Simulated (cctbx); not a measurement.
**Interatomic vectors of Fe4P3**

Space group C2/m (no. 12), a = 13.2110 Å, b = 3.2150 Å, c = 8.8990 Å, α = 90.00°, β = 101.25°, γ = 90.00°, content Fe16 P12.

Simulated single-crystal data (cctbx): Ag Kα, λ = 0.56087 Å, to d = 0.77 Å, 80 % of the full sphere, strongest reflection 40000 counts, noise from counting, a 2 % proportional error and a noise floor of 15 counts (s.d.); no absorption.

Patterson synthesis from sharpened amplitudes, origin scaled to 1000:

```text
Patterson group C 1 2/m 1
      u       v       w   height  length (A)
  0.000   0.000   0.000   1000.0     0.00
  0.063   0.500   0.727    446.4     3.16
  0.160   0.500   0.448    417.4     4.43
  0.215   0.000   0.166    401.2     2.94
  0.087   0.500   0.180    286.9     2.40
  0.139   0.500   0.961    282.9     2.52
  0.118   0.000   0.388    251.0     3.50
  0.208   0.500   0.565    233.8     5.41
  0.211   0.000   0.681    226.6     4.35
  0.000   0.000   0.500    203.7     4.45
  0.076   0.000   0.267    200.9     2.39
  0.095   0.000   0.721    194.6     2.99
  0.157   0.000   0.895    177.8     2.43
  0.225   0.500   0.705    108.1     4.62
```

Q: Assign the vectors.

A peak at u stands for all pairs with xi − xj = u, with weight Σ ZiZj against Σ Z² = 13516 at the origin. Peak heights follow these weights only roughly, since form factors, motion and series ripples differ, all vectors within 0.55 Å of a peak are counted as merged into it though the farther ones add only part of their weight, and F(000) is left out, which lowers the whole map:

| u | v | w | shortest length (Å) | height | 1000 ΣZiZj/ΣZ² | pairs in the cell |
| --- | --- | --- | --- | --- | --- | --- |
| 0.063 | 0.500 | 0.727 | 3.16 | 446 | 467 | 8 × Fe–Fe, 4 × P–P |
| 0.160 | 0.500 | 0.448 | 4.43 | 417 | 516 | 8 × Fe–Fe, 4 × Fe–P |
| 0.215 | 0.000 | 0.166 | 2.93 | 401 | 516 | 8 × Fe–Fe, 4 × Fe–P |
| 0.087 | 0.500 | 0.180 | 2.40 | 287 | 346 | 12 × Fe–P |
| 0.139 | 0.500 | 0.961 | 2.52 | 283 | 546 | 12 × Fe–P, 4 × Fe–Fe |
| 0.118 | 0.000 | 0.388 | 3.50 | 251 | 267 | 4 × Fe–Fe, 4 × P–P |
| 0.208 | 0.500 | 0.565 | 4.90 | 234 | 231 | 8 × Fe–P |
| 0.211 | 0.000 | 0.681 | 4.35 | 227 | 431 | 8 × Fe–P, 4 × Fe–Fe |
| 0.000 | 0.000 | 0.500 | 4.45 | 204 | 662 | 16 × Fe–P, 4 × Fe–Fe |
| 0.076 | 0.000 | 0.267 | 2.39 | 201 | 231 | 8 × Fe–P |

The table stops at ten peaks or at a height of 45, below which ripples compete. In the model behind the data Fe, the heaviest element, has 5 independent sites: (0.8438, 1/2, 0.5553), (0.7774, 0, 0.8262), (0.5591, 0, 0.7258), (0, 0, 1/2) and (0, 0, 0), up to an allowed shift of origin; the Fe–Fe vectors are differences of these positions and their symmetry mates. The whole model:

| atom | mult. | x | y | z | Ueq (Å²) |
| --- | --- | --- | --- | --- | --- |
| Fe1 | 4 | 0.8438 | 1/2 | 0.5553 | 0.0129 |
| Fe2 | 4 | 0.7774 | 0 | 0.8262 | 0.0092 |
| Fe3 | 4 | 0.5591 | 0 | 0.7258 | 0.0108 |
| Fe4 | 2 | 0 | 0 | 1/2 | 0.0135 |
| Fe5 | 2 | 0 | 0 | 0 | 0.0108 |
| P1 | 4 | 0.6400 | 0 | 0.9910 | 0.0155 |
| P2 | 4 | 0.6816 | 1/2 | 0.6581 | 0.0123 |
| P3 | 4 | 0.9313 | 0 | 0.7370 | 0.0120 |

The model is made up (kin elements in a known structure type, no relaxation), so it says nothing on whether the phase exists.

[Logs are printed without paths, hosts, clocks, repeated set-up lines and the standing remarks that a program may print on its own settings, such as how far it seeks lower states.]
